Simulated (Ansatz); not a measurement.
**NaGeCl3 (model cell, started as cubic perovskite with Ge in the octahedra): phonons and vibrational spectra**

How does NaGeCl3 (model cell, started as cubic perovskite with Ge in the octahedra) vibrate, and is this structure a minimum?

Method: DFT PBEsol, scalar-relativistic, plane waves, PAW; PAW set soft_1, in Ansatz 0.2.0.

The structure was built from a prototype and need not be the compound's stable phase.

## Step 1: The starting structure

It takes space group Pm-3m (No. 221, cubic). The conventional cell has a = 5.312 Å, b = 5.312 Å, c = 5.312 Å, α = 90.00°, β = 90.00°, γ = 90.00°. Nearest to Na lie 12 Cl at 3.76 Å. Nearest to Ge lie 6 Cl at 2.66 Å. Nearest to Cl lie 2 Ge at 2.66 Å. Farther neighbours and most contacts between anions are not listed.

## Step 2: Relaxation, k-mesh 4×4×4

The cell and atoms are relaxed, since residual forces and stress would shift the frequencies.

Input file input.yaml:

```yaml
crystal:
  lattice:
    - [5.3116, 0.0, 0.0]
    - [0.0, 5.3116, 0.0]
    - [0.0, 0.0, 5.3116]
  atoms:
    - { symbol: Na, position: [0.0, 0.0, 0.0] }
    - { symbol: Ge, position: [0.5, 0.5, 0.5] }
    - { symbol: Cl, position: [0.5, 0.5, 0.0] }
    - { symbol: Cl, position: [0.5, 0.0, 0.5] }
    - { symbol: Cl, position: [0.0, 0.5, 0.5] }
kpoints:
  mp_grid: { grid: [4, 4, 4] }
hamiltonian:
  xc: pbesol
  pseudopotentials: { kind: paw, azcp: { folder: soft_1 }, xc_functional: pbe }
scf:
  occupations: { method: gaussian, width: 0.02 }
output:
  forces: true
  stress: true
  eigenvalues: true
  write_density: true
  write_potential: true
  elf: true
  volumetric_format: npy
relax:
  adjacent_minimum: "off"
  f_tol: 0.005
  max_steps: 80
  cell: { stress_tol: 0.05 }
```

Launch:

```
ansatz run input.yaml --threads 8 --pin off --max-ram 16384MiB --backend cpu --events-out ev --progress --plain --runs-dir out
```

Numbers of over 12 decimals in the logs are rounded to 6 here.

The program printed:

```text
Engine: ansatz 0.2.0, aarch64-unknown-linux-gnu
Pseudopotentials: kind: paw
Pseudopotential: Na, paw, valence charge 9, recommended cutoff 420 eV (normal), soft_1/Na.paw.azcp
Pseudopotential: Ge, paw, valence charge 14, recommended cutoff 420 eV (normal), soft_1/Ge.paw.azcp
Pseudopotential: Cl, paw, valence charge 7, recommended cutoff 420 eV (normal), soft_1/Cl.paw.azcp
Functional definition: PBEsol
  exchange = pbesol_x
  correlation = pbesol_c
Crystal: 5 atoms, lattice volume = 149.857 Å³
Basis set: ecut = 420 eV, 2945 PW (Γ), exchange–correlation on 72×72×72 points (8 copies of the dense FFT grid, shifted against one another)
Bands: 27, of which v1, the nominal top of the filled ones, is band 22 counted from 1 (21 counted from 0)
Symmetry: 48 space group operations
Space group: Pm-3m (ITA 221), of the structure as read, at distance tolerance 5.3e-5 Å
k-points: 10 of 64
Non-local potential: Na, projectors of the file, l = 0: 3, l = 1: 2, l = 2: 1
Non-local potential: Ge, projectors of the file, l = 0: 2, l = 1: 2, l = 2: 3, l = 3: 1
Non-local potential: Cl, projectors of the file, l = 0: 2, l = 1: 2, l = 2: 1
PAW form: soft (Blöchl's): semilocal exchange-correlation on the pseudo side does not see the compensation charge
PAW frozen core: Na, regenerated for the run's functional, and the local potential with it (the file was generated under x = pbe(κ = 0.804, μ = 0.219515), c = pbe(β = 0.066725))
PAW frozen core: Ge, regenerated for the run's functional, and the local potential with it (the file was generated under x = pbe(κ = 0.804, μ = 0.219515), c = pbe(β = 0.066725))
PAW frozen core: Cl, regenerated for the run's functional, and the local potential with it (the file was generated under x = pbe(κ = 0.804, μ = 0.219515), c = pbe(β = 0.066725))
PAW one-centre angular grid: Na, 110 points (default); XC on 64 Gauss nodes
PAW one-centre angular grid: Ge, 590 points (default); XC on 64 Gauss nodes
PAW one-centre angular grid: Cl, 110 points (default); XC on 64 Gauss nodes
Initial density: superposition of atomic densities (chi_scale 0.1, normalization cell, long waves kept (reshape's long-wave potential 0.02 eV rms))
Initial wavefunctions: pseudopotential atomic-orbital guess
Functional: x = pbesol(κ = 0.804, μ = 0.123457), c = pbesol(β = 0.046)
SCF iter   1: F=—  HF=-8918.210244 eV  |F-HF|=—  |Δ(HF+E_count)|=         —  Δρ=4.70e-2  dr2=2.71e0  ethr=3.10e-3  ⟨swp⟩=7.1  Hψ=1235  notcnv=0
preconditioner: auto → Resta (q_TF=auto, 2.224 Å⁻¹)  ε∞=3.7  [insulator: Δε(μ)=0.465 eV  Ē_g=9.344 eV  σ=0.020 eV  W_gap=1.00  n_scr=26 (ndim 8)  ℏωp=15.5 eV  f_vac=0.037  D(μ)=0.00/eV (n_scr^D=0)  ε∞_Penn≈3.7]
SCF iter   2: F=—  HF=-8917.147248 eV  |F-HF|=—  |Δ(HF+E_count)|=    1.06e0  Δρ=1.68e-2  dr2=4.53e-1  ethr=3.10e-3  ⟨swp⟩=3.0  Hψ=649  notcnv=0  defer=10
SCF iter   3: F=—  HF=-8916.986522 eV  |F-HF|=—  |Δ(HF+E_count)|=   1.61e-1  Δρ=5.57e-3  dr2=6.19e-2  ethr=1.03e-3  ⟨swp⟩=2.9  Hψ=523  notcnv=0  defer=10
SCF iter   4: F=—  HF=-8916.979688 eV  |F-HF|=—  |Δ(HF+E_count)|=   6.83e-3  Δρ=2.02e-3  dr2=7.70e-3  ethr=1.41e-4  ⟨swp⟩=3.0  Hψ=520  notcnv=0  defer=10
SCF iter   5: F=—  HF=-8916.979251 eV  |F-HF|=—  |Δ(HF+E_count)|=   4.37e-4  Δρ=7.07e-4  dr2=8.83e-4  ethr=1.75e-5  ⟨swp⟩=2.9  Hψ=527  notcnv=0  defer=10
SCF iter   6: F=—  HF=-8916.979819 eV  |F-HF|=—  |Δ(HF+E_count)|=   5.68e-4  Δρ=1.26e-4  dr2=2.98e-5  ethr=2.01e-6  ⟨swp⟩=2.0  Hψ=502  notcnv=0  defer=10
SCF iter   7: F=—  HF=-8916.979970 eV  |F-HF|=—  |Δ(HF+E_count)|=   1.51e-4  Δρ=6.66e-5  dr2=6.95e-6  ethr=6.76e-8  ⟨swp⟩=2.4  Hψ=498  notcnv=0  defer=9
SCF iter   8: F=—  HF=-8916.979972 eV  |F-HF|=—  |Δ(HF+E_count)|=   2.08e-6  Δρ=1.09e-5  dr2=3.79e-7  ethr=1.58e-8  ⟨swp⟩=2.0  Hψ=481  notcnv=0  defer=10
SCF iter   9: F=-8916.979973 eV  HF=-8916.979973 eV  |F-HF|=5.60e-8  |Δ(HF+E_count)|=   8.48e-7  Δρ=2.93e-6  dr2=2.68e-8  ethr=2.27e-10  ⟨swp⟩=16.8  Hψ=2179  notcnv=0
SCF 1 converged in 9 iterations: F = -8916.979973 eV  dr2 = 2.68e-8
  greatest PAW one-centre occupation: 0.999 electrons in one spin orbital (limit 2), on the Na atom at site 0 (counted from 0), in its partial waves of l = 0
relax step   1: F+E_penalty+E_count = -8916.97997307 eV  Δ(F+E_penalty+E_count) = +0.000e0 eV  max|allowed force component| = 1.408e-29 eV/Å  Δτ_max = 0.0000 Å  P = -2.324 GPa  Ω = 149.857 Å³  (9 SCF iters, dr2 threshold 1.00e-7 eV, accepted)
Crystal: 5 atoms, lattice volume = 141.599 Å³
Basis set: ecut = 420 eV, 2777 PW (Γ), exchange–correlation on 72×72×72 points (8 copies of the dense FFT grid, shifted against one another)
Initial density: handed on by an earlier stage of this run
Initial wavefunctions: those handed on with the density
iter 1 solved again at ethr=3.77e-5 eV; its pass at ethr=3.10e-3 eV (dr2=1.66e-2 eV) is discarded
SCF iter   1: F=—  HF=-8917.076511 eV  |F-HF|=—  |Δ(HF+E_count)|=         —  Δρ=2.42e-3  dr2=1.77e-2  ethr=3.77e-5  ⟨swp⟩=2.4  Hψ=1557  notcnv=0
preconditioner: auto → Resta (q_TF=auto, 2.245 Å⁻¹)  ε∞=3.4  [insulator: Δε(μ)=0.586 eV  Ē_g=10.271 eV  σ=0.020 eV  W_gap=1.00  n_scr=26 (ndim 8)  ℏωp=15.9 eV  f_vac=0.192  D(μ)=0.00/eV (n_scr^D=0)  ε∞_Penn≈3.4]
SCF iter   2: F=—  HF=-8917.070317 eV  |F-HF|=—  |Δ(HF+E_count)|=   6.19e-3  Δρ=1.11e-3  dr2=3.46e-3  ethr=3.77e-5  ⟨swp⟩=3.6  Hψ=541  notcnv=0
SCF iter   3: F=—  HF=-8917.068721 eV  |F-HF|=—  |Δ(HF+E_count)|=   1.60e-3  Δρ=4.16e-4  dr2=4.94e-4  ethr=7.86e-6  ⟨swp⟩=3.1  Hψ=513  notcnv=0
SCF iter   4: F=—  HF=-8917.068575 eV  |F-HF|=—  |Δ(HF+E_count)|=   1.46e-4  Δρ=1.41e-4  dr2=4.88e-5  ethr=1.12e-6  ⟨swp⟩=2.0  Hψ=499  notcnv=0
SCF iter   5: F=—  HF=-8917.068568 eV  |F-HF|=—  |Δ(HF+E_count)|=   6.98e-6  Δρ=5.44e-5  dr2=7.43e-6  ethr=1.11e-7  ⟨swp⟩=2.0  Hψ=382  notcnv=0
SCF iter   6: F=-8917.068570 eV  HF=-8917.068570 eV  |F-HF|=1.44e-7  |Δ(HF+E_count)|=   2.05e-6  Δρ=6.66e-6  dr2=6.06e-8  ethr=1.14e-9  ⟨swp⟩=10.1  Hψ=2187  notcnv=0
SCF 2 converged in 6 iterations: F = -8917.068570 eV  dr2 = 6.06e-8
relax step   2: F+E_penalty+E_count = -8917.06857044 eV  Δ(F+E_penalty+E_count) = -8.860e-2 eV  max|allowed force component| = 3.951e-30 eV/Å  Δτ_max = 0.0000 Å  P = -1.030 GPa  Ω = 141.599 Å³  energy of the carried Pulay correction = +3.984e-4 eV  (6 SCF iters, dr2 threshold 5.00e-7 eV, accepted)
Crystal: 5 atoms, lattice volume = 135.652 Å³
Basis set: ecut = 420 eV, 2601 PW (Γ), exchange–correlation on 72×72×72 points (8 copies of the dense FFT grid, shifted against one another)
iter 1 solved again at ethr=2.13e-5 eV; its pass at ethr=3.10e-3 eV (dr2=9.35e-3 eV) is discarded
SCF iter   1: F=—  HF=-8917.089905 eV  |F-HF|=—  |Δ(HF+E_count)|=         —  Δρ=1.86e-3  dr2=9.95e-3  ethr=2.13e-5  ⟨swp⟩=2.3  Hψ=1561  notcnv=0
preconditioner: auto → Resta (q_TF=auto, 2.261 Å⁻¹)  ε∞=3.4  [insulator: Δε(μ)=0.350 eV  Ē_g=10.511 eV  σ=0.020 eV  W_gap=1.00  n_scr=26 (ndim 8)  ℏωp=16.3 eV  f_vac=0.176  D(μ)=0.00/eV (n_scr^D=0)  ε∞_Penn≈3.4]
SCF iter   2: F=—  HF=-8917.086418 eV  |F-HF|=—  |Δ(HF+E_count)|=   3.49e-3  Δρ=8.76e-4  dr2=2.06e-3  ethr=2.13e-5  ⟨swp⟩=3.8  Hψ=552  notcnv=0
SCF iter   3: F=—  HF=-8917.085465 eV  |F-HF|=—  |Δ(HF+E_count)|=   9.53e-4  Δρ=3.16e-4  dr2=2.72e-4  ethr=4.69e-6  ⟨swp⟩=2.1  Hψ=515  notcnv=0
SCF iter   4: F=—  HF=-8917.085379 eV  |F-HF|=—  |Δ(HF+E_count)|=   8.57e-5  Δρ=1.09e-4  dr2=2.81e-5  ethr=6.18e-7  ⟨swp⟩=2.0  Hψ=460  notcnv=0
SCF iter   5: F=—  HF=-8917.085376 eV  |F-HF|=—  |Δ(HF+E_count)|=   3.04e-6  Δρ=4.07e-5  dr2=3.84e-6  ethr=6.39e-8  ⟨swp⟩=2.2  Hψ=404  notcnv=0
SCF iter   6: F=-8917.085377 eV  HF=-8917.085377 eV  |F-HF|=6.53e-8  |Δ(HF+E_count)|=   1.14e-6  Δρ=5.23e-6  dr2=3.28e-8  ethr=1.14e-9  ⟨swp⟩=10.3  Hψ=2192  notcnv=0
SCF 3 converged in 6 iterations: F = -8917.085377 eV  dr2 = 3.28e-8
relax step   3: F+E_penalty+E_count = -8917.08537746 eV  Δ(F+E_penalty+E_count) = -1.681e-2 eV  max|allowed force component| = 6.317e-30 eV/Å  Δτ_max = 0.0000 Å  P = +0.187 GPa  Ω = 135.652 Å³  energy of the carried Pulay correction = +6.997e-4 eV  (6 SCF iters, dr2 threshold 5.00e-7 eV, accepted)
[...]
relax step   4: F+E_penalty+E_count = -8917.08581141 eV  Δ(F+E_penalty+E_count) = -4.339e-4 eV  max|allowed force component| = 5.036e-30 eV/Å  Δτ_max = 0.0000 Å  P = -0.011 GPa  Ω = 136.532 Å³  energy of the carried Pulay correction = +6.543e-4 eV  (5 SCF iters, dr2 threshold 8.73e-8 eV, accepted)
Initial wavefunctions: pseudopotential atomic-orbital guess (no wavefunctions were taken with the density)
iter 1 solved again at ethr=1.02e-7 eV; its pass at ethr=3.10e-3 eV (dr2=4.51e-5 eV) is discarded
SCF iter   1: F=—  HF=-8917.085117 eV  |F-HF|=—  |Δ(HF+E_count)|=         —  Δρ=4.68e-5  dr2=4.55e-7  ethr=1.02e-7  ⟨swp⟩=4.0  Hψ=2210  notcnv=0
preconditioner: auto → Resta (q_TF=auto, 2.259 Å⁻¹)  ε∞=3.4  [insulator: Δε(μ)=0.412 eV  Ē_g=10.522 eV  σ=0.020 eV  W_gap=1.00  n_scr=26 (ndim 8)  ℏωp=16.2 eV  f_vac=0.181  D(μ)=0.00/eV (n_scr^D=0)  ε∞_Penn≈3.4]
SCF iter   2: F=—  HF=-8917.085156 eV  |F-HF|=—  |Δ(HF+E_count)|=   3.94e-5  Δρ=2.64e-5  dr2=2.31e-7  ethr=1.03e-9  ⟨swp⟩=2.0  Hψ=490  notcnv=0
SCF iter   3: F=—  HF=-8917.085157 eV  |F-HF|=—  |Δ(HF+E_count)|=   3.36e-7  Δρ=8.47e-6  dr2=3.19e-8  ethr=5.24e-10  ⟨swp⟩=2.2  Hψ=438  notcnv=0
SCF iter   4: F=—  HF=-8917.085157 eV  |F-HF|=—  |Δ(HF+E_count)|=   3.53e-8  Δρ=9.96e-7  dr2=2.11e-9  ethr=7.25e-11  ⟨swp⟩=2.0  Hψ=478  notcnv=0
SCF iter   5: F=—  HF=-8917.085157 eV  |F-HF|=—  |Δ(HF+E_count)|=  8.82e-10  Δρ=4.28e-7  dr2=5.12e-10  ethr=4.80e-12  ⟨swp⟩=2.2  Hψ=402  notcnv=0
SCF iter   6: F=-8917.085157 eV  HF=-8917.085157 eV  |F-HF|=9.09e-12  |Δ(HF+E_count)|=  2.75e-10  Δρ=7.89e-8  dr2=8.02e-12  ethr=1.00e-12  ⟨swp⟩=5.3  Hψ=1485  notcnv=0
SCF 5 converged in 6 iterations: F = -8917.085157 eV  dr2 = 8.02e-12
relax step   5: F+E_penalty+E_count = -8917.08515665 eV  Δ(F+E_penalty+E_count) = +6.548e-4 eV  max|allowed force component| = 4.589e-30 eV/Å  Δτ_max = 0.0000 Å  P = -0.012 GPa  Ω = 136.532 Å³  stress off target by 1.17e-2 GPa  SCF on the basis re-selected at this cell (its energy is not comparable with the rows above)  (6 SCF iters)
basis re-selected at this cell: Δ(F+E_penalty+E_count) = +6.548e-4 eV, ΔP = -0.000 GPa vs the last step (what re-selecting the basis moved, of the pressure what is left beyond the Pulay correction that the steps carried, after the strain that the cell walked since its last selection, with what the two solves' SCF thresholds leave and, on support functions, any second-order correction that the steps lacked; it is no m [...]
SCF converged after 6 iterations
Free energy (F): -8917.085157 eV
Harris-Foulkes:  -8917.085157 eV  (|F-HF|=9.09e-12)
Internal energy: -8917.085157 eV  (E = F + TS)
E sigma→0 (E₀):  -8917.085157 eV
Fermi energy:    4.567839 eV
--- Per-component energies (eV) ---
  E_band       = -518.471797
  E_kinetic    = 660.625460
  E_local      = -5028.247801  (includes V_loc(G=0)·N_el)
  E_nonlocal   = 585.556249
  E_hartree    = 2052.779212
  E_xc         = -427.023097
  E_vxc        = -460.264134  (∫ρ·V_xc dr)
  E_paw        = -4171.123979  (= ΣΔE_a)
  E_vpaw       = -381.700374  (= ΣTr[D̂ρ^β])
  E_aug_tail   = 0.000358  (compensation charges beyond the density's cutoff)
  E_ewald      = -2590.859487
  E_core_change = 1.207928  (= ΣΔE_core)
  E_smearing   = -0.000000  (= −TS)
  E_closure    = -0.000000  (closes the sum)
  Σ components = -8917.085157   (vs F -8917.085157, Δ=0.00e0)
--- Forces (eV/Å), atoms counted from 1 ---
  atom   1  Na    -0.00000000    -0.00000000     0.00000000
  atom   2  Ge     0.00000000    -0.00000000     0.00000000
  atom   3  Cl     0.00000000     0.00000000     0.00000000
  atom   4  Cl    -0.00000000    -0.00000000     0.00000000
  atom   5  Cl    -0.00000000    -0.00000000     0.00000000
  max |Σ_I F_I| component: 4.70e-30 eV/Å
--- Stress (GPa, compression-positive) ---
       -0.011651      -0.000000      -0.000000
       -0.000000      -0.011651       0.000000
       -0.000000       0.000000      -0.011651
  P = ⅓ Tr σ = -0.0117 GPa (-0.117 kbar)
--- Band table (eV; the first three rows and the last of 10) ---
  k-point 0: bands = [... 18 lower, 0.6184, 0.6964, 0.6964, 0.6964, 5.3105, 9.3696, 9.3696, 9.3807, ... 1 higher]
  k-point 1: bands = [... 18 lower, 0.5349, 0.6717, 0.6717, 0.8844, 5.9339, 7.8769, 8.8704, 9.2391, ... 1 higher]
  k-point 2: bands = [... 18 lower, 0.4551, 0.6756, 0.6756, 1.9006, 5.8356, 7.0925, 7.7316, 9.2588, ... 1 higher]
  k-point 9: bands = [... 18 lower, 1.2602, 1.2602, 1.2602, 4.3621, 4.7746, 4.7746, 4.7746, 6.2832, ... 1 higher]
--- Relaxed structure (4 steps of the walk, 4 accepted, 1 SCFs on fresh bases) ---
  F+E_penalty+E_count = -8917.08515665 eV   max|allowed force component| = 4.589e-30 eV/Å   (the final SCF, on the basis selected at the relaxed cell)
  cell:  # Å, volume = 136.5322 Å³
    - [5.149263, 0, 0]
    - [0, 5.149263, 0]
    - [0, 0, 5.149263]
  atoms:
    - { symbol: Na, position: [0, 0, 0] }
    - { symbol: Ge, position: [0.5, 0.5, 0.5] }
    - { symbol: Cl, position: [0.5, 0.5, 0] }
    - { symbol: Cl, position: [0.5, 0, 0.5] }
    - { symbol: Cl, position: [0, 0.5, 0.5] }
```

It took 2.9 s on 8 threads of Arm Neoverse V1, shared host; peak memory 0.54 GiB; 18 s of CPU time.

Relaxation path:

| step | energy less that of the first step (eV) | largest force component (eV/Å) | pressure (GPa) | volume (Å³) |
| --- | --- | --- | --- | --- |
| 1 | 0.0000 | 0.0000 | -2.32 | 149.86 |
| 2 | -0.0886 | 0.0000 | -1.03 | 141.60 |
| 3 | -0.1054 | 0.0000 | 0.19 | 135.65 |
| 4 | -0.1058 | 0.0000 | -0.01 | 136.53 |
| 5* | -0.1052 | 0.0000 | -0.01 | 136.53 |

Relaxation steps marked * repeat the geometry before them on a plane-wave basis chosen anew for their cell, so energy and pressure can jump there.

Forces are held to the 48 operations that the run works with; a distortion that breaks them can't arise in this run.

```
conventional cell, symmetrised  before  after  change
                         a (Å)   5.312  5.149  -3.1 %
                         b (Å)   5.312  5.149  -3.1 %
                         c (Å)   5.312  5.149  -3.1 %
              volume (Å³/atom)   29.97  27.31  -8.9 %
```

Final coordinates:

```xyz
5
Lattice="5.1493 0.0000 0.0000 0.0000 5.1493 0.0000 0.0000 0.0000 5.1493" Properties=species:S:1:pos:R:3 pbc="T T T"
Na    0.0000    0.0000    0.0000
Ge    2.5746    2.5746    2.5746
Cl    2.5746    2.5746    0.0000
Cl    2.5746    0.0000    2.5746
Cl    0.0000    2.5746    2.5746
```

A gap read on the k-mesh alone can miss the band edges.

Numbers from this step:

| Item | Value |
| --- | --- |
| pressure | -0.01165 GPa |
| gap on the k-mesh | 0.4125 eV |
| volume per atom | 27.31 Å³ |
| direct gap on mesh | 0.4125 eV |

Electrostatic potential energy in the ac plane at fractional y = 0.500, with atoms of Ge and Cl within 0.2 Å of it. With pseudopotentials it is smooth inside the atoms' cores, unlike the true potential.

Values in eV, 14 rows by 14 columns, each cell a mean:
```
  8   8   8   7   2 -22 -37 -38 -33  -9   6   8   8   8
  8   8   8   8   5  -5 -22 -27 -15   1   7   8   8   8
  8   8   8   8   6   4   0  -2   2   5   7   8   8   8
  5   6   7   7   6   3   0   0   2   4   6   7   7   6
-12  -4   4   5   3  -4 -12 -14  -9   0   4   5   1  -9
-35 -27  -5   3  -2 -16 -19 -18 -19  -9   2   2 -15 -33
-38 -36 -14   1  -6 -19 -16 -16 -18 -14   0  -2 -27 -38
-38 -33 -10   2  -4 -18 -18 -16 -19 -12   0   0 -22 -37
-26 -14   1   4   1 -10 -18 -19 -16  -4   3   4  -5 -22
  0   4   6   6   5   1  -4  -6  -2   3   6   6   5   2
  7   7   8   7   6   4   2   1   3   5   7   8   8   7
  8   8   8   8   6   1 -10 -14  -5   4   7   8   8   8
  8   8   8   7   4 -14 -33 -36 -27  -4   6   8   8   8
  8   8   8   7   0 -26 -38 -38 -35 -12   5   8   8   8
```
Columns run along a (5.1 Å; values clipped at the 3rd and 97th percentile), rows up along c (5.1 Å). Atoms in or near the plane, at fractional coordinates: Ge at (0.50, 0.50), Cl at (0.50, 0.00), Cl at (0.00, 0.50).

ELF in the ac plane at fractional y = 0.500, with atoms of Ge and Cl within 0.2 Å of it. It is the smooth field of the valence electrons, not physical close to the nuclei.

Values, 14 rows by 14 columns, each cell a mean:
```
0.01 0.02 0.15 0.55 0.82 0.86 0.64 0.48 0.78 0.86 0.73 0.36 0.05 0.01
0.08 0.04 0.05 0.28 0.65 0.81 0.82 0.80 0.83 0.77 0.49 0.14 0.03 0.05
0.43 0.25 0.07 0.08 0.27 0.52 0.65 0.67 0.60 0.42 0.16 0.05 0.14 0.36
0.77 0.65 0.33 0.09 0.11 0.25 0.36 0.39 0.32 0.19 0.08 0.16 0.49 0.73
0.87 0.84 0.63 0.26 0.22 0.38 0.45 0.45 0.43 0.31 0.19 0.42 0.77 0.86
0.73 0.82 0.77 0.43 0.34 0.47 0.38 0.34 0.44 0.43 0.32 0.60 0.83 0.78
0.27 0.68 0.80 0.51 0.40 0.43 0.36 0.61 0.34 0.45 0.39 0.67 0.80 0.48
0.51 0.76 0.79 0.48 0.38 0.46 0.32 0.36 0.38 0.45 0.36 0.65 0.82 0.64
0.85 0.85 0.72 0.34 0.28 0.45 0.46 0.43 0.47 0.38 0.25 0.52 0.81 0.86
0.84 0.77 0.48 0.16 0.14 0.28 0.38 0.40 0.34 0.22 0.11 0.27 0.65 0.82
0.62 0.44 0.16 0.06 0.16 0.34 0.48 0.51 0.43 0.26 0.09 0.08 0.28 0.55
0.20 0.09 0.04 0.16 0.48 0.72 0.79 0.80 0.77 0.63 0.33 0.07 0.05 0.15
0.02 0.02 0.09 0.44 0.77 0.85 0.76 0.68 0.82 0.84 0.65 0.25 0.04 0.02
0.01 0.02 0.20 0.62 0.84 0.85 0.51 0.27 0.73 0.87 0.77 0.43 0.08 0.01
```
Columns run along a (5.1 Å), rows up along c (5.1 Å). Atoms in or near the plane, at fractional coordinates: Ge at (0.50, 0.50), Cl at (0.50, 0.00), Cl at (0.00, 0.50).

Valence density in the ac plane at fractional y = 0.500, with atoms of Ge and Cl within 0.2 Å of it. It is the smooth field of the valence electrons, not physical close to the nuclei.

Ten steps, logarithmic in the rise over the least value, from '_' (0 e/Å³) to '@' (35 e/Å³), each cell a mean:
```
________..--------::..______
________..::----::..________
__________....::..__________
..__________......________..
::::..____..::::....____..::
----::....::++**==......::--
::--::....==%%@@**::..::----
----::....--##%%++::....----
--::........--==::..__..::--
....______........______....
__________........__________
__________..::::::..________
________..::------::________
________..----::--::..______
```
Columns run along a (5.1 Å), rows up along c (5.1 Å). Atoms in or near the plane, at fractional coordinates: Ge at (0.50, 0.50), Cl at (0.50, 0.00), Cl at (0.00, 0.50).

In this step the volume went from 29.97 to 27.31 Å³/atom.

(Part 1 of 3 ends here.)

[Logs are printed without paths, hosts, clocks, repeated set-up lines and the standing remarks that a program may print on its own settings, such as how far it seeks lower states.]

[Hosts, paths, dates, database ids (printed as entryN), source tags and the programs' standing remarks are cut or masked in the printed files.]
